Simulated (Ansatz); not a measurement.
# Be3N2 (P6_3/mmc): a band-gap study from LDA to G0W0 at the band limit, part 3 of 3

Wanted: the gap of Be3N2 (P6_3/mmc) by functionals, hybrids and G0W0, carried to the basis limit, with what remains uncertain.

Ansatz 0.2.0; density functionals, hybrids, G0W0, plane waves, PAW. Known limits of the many-body steps: not at the basis limit.

So far. Step 9 (G0W0, 6×6×2 mesh, 373 empty bands, screening to 180 eV …): Against the run with 6×6×2 mesh, 173 empty bands, screening to 108 eV, PAW set soft_1 files, the gap moves by +0.20 eV. Step 10 (G0W0@HSE06, 6×6×2 mesh, 173 empty bands, screening to …): Against the run with 6×6×2 mesh, 173 empty bands, screening to 108 eV, PAW set soft_1 files on LDA, the gap moves by +0.53 eV, while the start moved by +1.37 eV.

In doubt: masses and optical values from hybrid runs of this build are listed as unsure (steps 10, 13), which bears on the screening that GW takes from such a start.

### 11. G0W0@LDA, 6×6×2 mesh, 173 empty bands, screening to 108 eV, plasmon pole, PAW set soft_1 files

A plasmon pole stands in for the full frequency dependence of the screening; this run shows what that costs in accuracy.

This step: G0W0 on LDA, plane waves, PAW; PAW set soft_1.

input.yaml

```yaml
crystal:
  lattice:
    - [2.8416792263, 0.0, 0.0]
    - [-1.4208396132, 2.4609663994, 0.0]
    - [0.0, 0.0, 9.74684101]
  atoms:
    - { symbol: Be, position: [0.33333333, 0.66666667, 0.07848597] }
    - { symbol: Be, position: [0.66666667, 0.33333333, 0.57848597] }
    - { symbol: Be, position: [0.66666667, 0.33333333, 0.92151403] }
    - { symbol: Be, position: [0.33333333, 0.66666667, 0.42151403] }
    - { symbol: Be, position: [0.0, 0.0, 0.25] }
    - { symbol: Be, position: [0.0, 0.0, 0.75] }
    - { symbol: "N", position: [0.0, 0.0, 0.0] }
    - { symbol: "N", position: [0.0, 0.0, 0.5] }
    - { symbol: "N", position: [0.33333333, 0.66666667, 0.25] }
    - { symbol: "N", position: [0.66666667, 0.33333333, 0.75] }
kpoints:
  mp_grid: { grid: [6, 6, 2] }
hamiltonian:
  xc: lda
  pseudopotentials: { kind: paw, azcp: { folder: soft_1 }, xc_functional: pbe }
scf:
  occupations: { method: fixed }
gw:
  n_empty_bands: 173
  ecut_chi: 108
  qp_bands: [v3, c3]
  qp_kpoints: band_edges
  screening: { model: godby_needs }
```

On the command line:

```console
$ ansatz run input.yaml --threads 3 --pin off --max-ram 92160MiB --backend cuda --events-out ev --progress --plain --runs-dir out --devices 1 --max-vram 13GiB
```

Numbers of over 12 decimals in the logs are rounded to 6 here.

The program printed:

```text
GPUs: using 1 of 1 available (devices: 1).
[...]
GPU FFT provider: cuFFT
GPU libraries: cuBLAS 13.8.2, cuFFT 12.4.0, cuSOLVER 12.3.4
Crystal: 10 atoms, lattice volume = 68.162 Å³
Basis set: ecut = 420 eV, 1329 PW (Γ)
Bands: 26, of which v1, the nominal top of the filled ones, is band 16 counted from 1 (15 counted from 0)
Symmetry: 24 space group operations
[...]
k-points: 14 of 72
[...]
1    15      7.4856   -22.0808     3.3045   -18.2846  0.8048     6.9928     6.9940  root
[...]
13    16      6.0346   -20.8721     3.3494   -16.8637  0.8008     5.3734     5.3756  root
    13    17     13.6109    -6.3193    -4.4669   -11.8127  0.8369    14.6424    14.6375  root
    13    18     13.6109    -6.3193    -4.4669   -11.8127  0.8369    14.6424    14.6375  root
    13    19     14.2840    -7.3189    -4.7332   -13.3583  0.8266    15.5986    15.5902  root
[key lines of the parts left out:]
SCF converged after 9 iterations
Free energy (F): -2036.732270 eV
Fermi energy:    7.678545 eV
```

It took 17 s on 1 × NVIDIA H100 80GB HBM3 (shared by 6 runs) with 3 threads of AMD EPYC 7R13 (Zen 3), shared host; peak memory 1.3 GiB; 28 s of CPU time.

Numbers from this step:

| Item | Value |
| --- | --- |
| bands summed | 189 |
| plasmon-pole fit frequency | 25.44 eV |
| RPA ε∞ on this mesh (eigenvalues) | 4.356, 4.356, 5.304 |
| plane waves in the screening matrix | 191 |
| G0W0 gap on the mesh | 4.645 eV |
| k of the valence top | 0, 0, 0 |
| k of the conduction bottom | 0, -0.5, 0 |
| starting gap on the mesh | 3.261 eV |
| least direct G0W0 gap on the computed points | 6.187 eV |

Against the run with 6×6×2 mesh, 173 empty bands, screening to 108 eV, PAW set soft_1 files, the gap moves by −0.03 eV.

### 12. G0W0@LDA, 6×6×2 mesh, 173 empty bands, screening to 108 eV, hard PAW files

Other atomic data (hard PAW) test the pseudisation: the cutoff goes from 420 to 960 eV and the valence electrons from 32 to 44, which opens shells that were frozen.

This step: G0W0 on LDA, plane waves, PAW.

input.yaml: that of step 11 with these lines changed.

```diff
@@ -20,3 +20,3 @@
   xc: lda
-  pseudopotentials: { kind: paw, azcp: { folder: soft_1 }, xc_functional: pbe }
+  pseudopotentials: { kind: paw, source: ansatz }
 scf:
@@ -28,2 +28,2 @@
   qp_kpoints: band_edges
-  screening: { model: godby_needs }
+  screening: { model: contour_deformation }
```

The program printed:

```text
GPUs: using 1 of 1 available (devices: 1).
[...]
GPU FFT provider: cuFFT
GPU libraries: cuBLAS 13.8.2, cuFFT 12.4.0, cuSOLVER 12.3.4
Crystal: 10 atoms, lattice volume = 68.162 Å³
Basis set: ecut = 960 eV, 4579 PW (Γ)
Bands: 32, of which v1, the nominal top of the filled ones, is band 22 counted from 1 (21 counted from 0)
Symmetry: 24 space group operations
[...]
k-points: 14 of 72
[...]
1    21      8.0428   -22.0832     3.2457   -18.2917  0.7988     7.4949     7.4971  root
[...]
13    22      6.5914   -20.8951     3.3058   -16.8898  0.7919     5.8878     5.8919  root
    13    23     14.1668    -6.3380    -4.5177   -11.8320  0.8316    15.1495    15.1431  root
    13    24     14.1668    -6.3380    -4.5177   -11.8320  0.8316    15.1495    15.1431  root
    13    25     14.8390    -7.3246    -4.8092   -13.3648  0.8194    16.0818    16.0699  root
[key lines of the parts left out:]
SCF converged after 8 iterations
Free energy (F): -3892.022201 eV
Fermi energy:    8.236382 eV
```

Wall time 25 s (1 × NVIDIA H100 80GB HBM3 (shared by 6 runs) with 3 threads); peak memory 1.4 GiB.

This step gave:

* bands summed: 195
* RPA ε∞ on this mesh (eigenvalues): 4.374, 4.374, 5.324
* plane waves in the screening matrix: 191
* G0W0 gap on the mesh: 4.650 eV
* k of the valence top: 0, 0, 0
* k of the conduction bottom: 0, -0.5, 0
* starting gap on the mesh: 3.257 eV
* least direct G0W0 gap on the computed points: 6.180 eV

Against the run with 6×6×2 mesh, 173 empty bands, screening to 108 eV, PAW set soft_1 files, the gap moves by −0.03 eV.

### 13. G0W0@PBE0, 6×6×2 mesh, 173 empty bands, screening to 108 eV, PAW set soft_1 files

This step: G0W0 on PBE0, plane waves, PAW; PAW set soft_1.

input.yaml: that of step 12 with these lines changed.

```diff
@@ -19,4 +19,4 @@
 hamiltonian:
-  xc: lda
-  pseudopotentials: { kind: paw, source: ansatz }
+  xc: pbe0
+  pseudopotentials: { kind: paw, azcp: { folder: soft_1 } }
 scf:
```

The program printed:

```text
GPUs: using 1 of 1 available (devices: 1).
[...]
GPU FFT provider: cuFFT
GPU libraries: cuBLAS 13.8.2, cuFFT 12.4.0, cuSOLVER 12.3.4
Crystal: 10 atoms, lattice volume = 68.162 Å³
Basis set: ecut = 420 eV, 1329 PW (Γ)
Bands: 26, of which v1, the nominal top of the filled ones, is band 16 counted from 1 (15 counted from 0)
Symmetry: 24 space group operations
[...]
k-points: 14 of 72
[...]
1    14      6.4478   -22.1091     2.9079   -19.3888  0.8306     6.6352     6.6354  root
     1    15      6.4478   -22.1091     2.9079   -19.3888  0.8306     6.6352     6.6354  root
[...]
13    16      4.9049   -20.9865     2.9753   -18.0993  0.8251     4.9929     4.9930  root
    13    17     14.8338    -6.0215    -4.1126   -10.3489  0.8588    15.0487    15.0484  root
    13    18     14.8338    -6.0215    -4.1126   -10.3489  0.8588    15.0487    15.0484  root
    13    19     15.7024    -6.9794    -4.3358   -11.6898  0.8494    16.0777    16.0770  root
[key lines of the parts left out:]
Free energy (F): -2104.261031 eV
Fermi energy:    6.658349 eV
```

Wall time 34 s (1 × NVIDIA H100 80GB HBM3 (shared by 6 runs) with 3 threads); peak memory 1.5 GiB; 32 s of CPU time.

Numbers from this step:

* bands summed: 189
* RPA ε∞ on this mesh (eigenvalues): 3.562, 3.562, 4.064
* plane waves in the screening matrix: 191
* G0W0 gap on the mesh: 5.383 eV
* k of the valence top: 0, 0, 0
* k of the conduction bottom: 0, -0.5, 0
* starting gap on the mesh: 5.366 eV
* least direct G0W0 gap on the computed points: 6.962 eV

Against the run with 6×6×2 mesh, 173 empty bands, screening to 108 eV, PAW set soft_1 files on HSE06, the gap moves by +0.18 eV, while the start moved by +0.74 eV.

### 14. The ladder

Times are wall times on 1 × NVIDIA H100 80GB HBM3 (shared by 6 runs) with 3 threads of AMD EPYC 7R13 (Zen 3), shared host, good to a factor of about two. G0W0 rows are gaps on the mesh, lowered by the amount that the mesh misses the start's edges, a rough step that assumes the same correction there.

```csv
level,gap (eV),least direct gap (eV),time
LDA,3.26,4.65,6.8 s
r2SCAN,4.00,5.42,6.8 s
HSE06,4.63,6.11,25 s
PBE0,5.37,6.85,20 s
G0W0@LDA (61 empty bands),4.42,-,7.1 s
G0W0@LDA (173 empty bands),4.68,-,7.7 s
G0W0@LDA (373 empty bands),4.88,-,24 s
G0W0@HSE06 (173 empty bands),5.20,-,26 s
"G0W0@LDA (173 empty bands, plasmon pole)",4.64,-,17 s
"G0W0@LDA (173 empty bands, hard PAW)",4.65,-,25 s
G0W0@PBE0 (173 empty bands),5.38,-,34 s
```

### 15. Adding up the best estimate

```csv
term,eV,running total (eV)
"G0W0 on the mesh, top rung",4.879,4.879
"to the limit, by a line in one over the bands through the two top rungs",+0.191,5.070
```

Changes that are not added in, each against a run with equal bands and cutoff:

```csv
change,eV
start HSE06,+0.53
plasmon pole in place of full frequency,−0.03
hard PAW files,−0.03
start PBE0,+0.71
```

### 16. Outcome

| Quantity | Value |
| --- | --- |
| LDA gap | 3.26 eV, indirect |
| HSE06 | 4.63 eV |
| PBE0 | 5.37 eV |
| G0W0, top rung on the mesh | 4.88 eV |
| best estimate, G0W0@LDA | 5.07 eV |
| GW settings of the top rung | 6×6×2 mesh, 373 empty bands, screening to 180 eV, PAW set soft_1 files |
| known limits | one-shot GW, static lattice; one k mesh, untested |

**Reading.** The best estimate for G0W0@LDA is 5.07 eV, indirect by LDA, against 3.26 eV at the start. The pair of rungs below gives a limit −0.22 eV away. Of the changes left open the largest, +0.71 eV, comes from starting at PBE0. Among the functionals PBE0 comes nearest: +0.30 eV from the estimate. The RPA ε∞ on the GW mesh averages 4.7 against 4.8 from perturbation theory, which takes a denser mesh of its own and holds the xc response as well. All runs took 3.8 min, 61 % of it in G0W0.

[Paths, hosts, dates, memory and timing lines, banners, echoed tables and standing remarks are left out of the program output.]

[Logs are printed without paths, hosts, clocks, repeated set-up lines and the standing remarks that a program may print on its own settings, such as how far it seeks lower states.]

[Runs of the session that timed out or met a known fault of the program may be left out.]

[Cells called generated may have been cut or substituted from an entry of the Crystallography Open Database or the Materials Project.]

[Hosts, paths, dates, database ids (printed as entryN), source tags and the programs' standing remarks are cut or masked in the printed files.]
